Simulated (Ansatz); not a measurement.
# Calculated records

SiBPC (zincblende [110] superlattice) (Pmn2_1): band gap by G0W0 on PBEsol. The structure is orthorhombic, space group Pmn2_1 (No. 31). The conventional cell has a = 3.146 Å, b = 6.329 Å, c = 4.464 Å, α = 90.00°, β = 90.00°, γ = 90.00°. Nearest to B lie 1 C at 1.65 Å and 3 P at 1.96 to 1.98 Å. P has 3 B at 1.96 to 1.98 Å and 1 Si at 2.27 Å nearest. Si has 3 C at 1.89 to 1.90 Å and 1 P at 2.27 Å nearest. Nearest to C lie 1 B at 1.65 Å and 3 Si at 1.89 to 1.90 Å. It derives from BP. Farther neighbours are not listed. The calculation used G0W0 on PBEsol, plane waves, PAW; PAW set soft_1 (and 1 further level or step) in Ansatz 0.2.0, with cutoff 420 eV, 4×4×2 k-mesh, PAW set soft 1, empty bands 172, screening cutoff 90 eV, screening contour deformation, QP bands (v2, c2), n 2, m 2 in one of its runs. The PBEsol gap over mesh and path is 0.634 eV, from k = Γ to k = (-0.500, 0.000, 0.000) and the G0W0@PBEsol gap over 7 of 18 irreducible mesh points is 1.269 eV, from k = Γ to k = (-0.500, 0.000, 0.000). The GW settings are 4×4×2 mesh, 172 empty bands, screening to 90 eV, PAW set soft_1 files. The known limits are finite bands, screening cutoff and k mesh; no spin-orbit coupling in G0W0; screening cutoff under 40 eV in some runs. It took 2 runs, 45 s in all on 4 threads of Arm Neoverse V1, shared host (the runs of this entry). Over 7 of 18 irreducible mesh points the G0W0 gap is 1.269 eV, from k = Γ to k = (-0.500, 0.000, 0.000). The PBEsol gap of this run on the mesh is 0.620 eV. The two states that bound the G0W0 gap lie that far apart at the start, so the correction of the gap is 1.269 − 0.620 = +0.649 eV. The valence state moves by 9.562 − 9.803 = −0.241 eV and the conduction state by 10.830 − 10.423 = +0.407 eV, on the run's own scale; with 59 bands the edge states move by +0.540 and +0.918 eV, so the split between the edges depends on the bands and cutoff. The structure was built from a prototype and need not be the compound's stable phase. The program's warnings: structure snapped to symmetry. The structure was relaxed with PBEsol. From 59 bands and 36 eV to 188 bands and 90 eV the gap moves by 1.269 − 0.999 = +0.270 eV; bands and screening cutoff rise together, so their parts are not told apart. Two runs can't test a law of convergence, so the limit is not known.

[Runs of the session that timed out or met a known fault of the program may be left out.]

[Cells called generated may have been cut or substituted from an entry of the Crystallography Open Database or the Materials Project.]

[Hosts, paths, dates, database ids (printed as entryN), source tags and the programs' standing remarks are cut or masked in the printed files.]
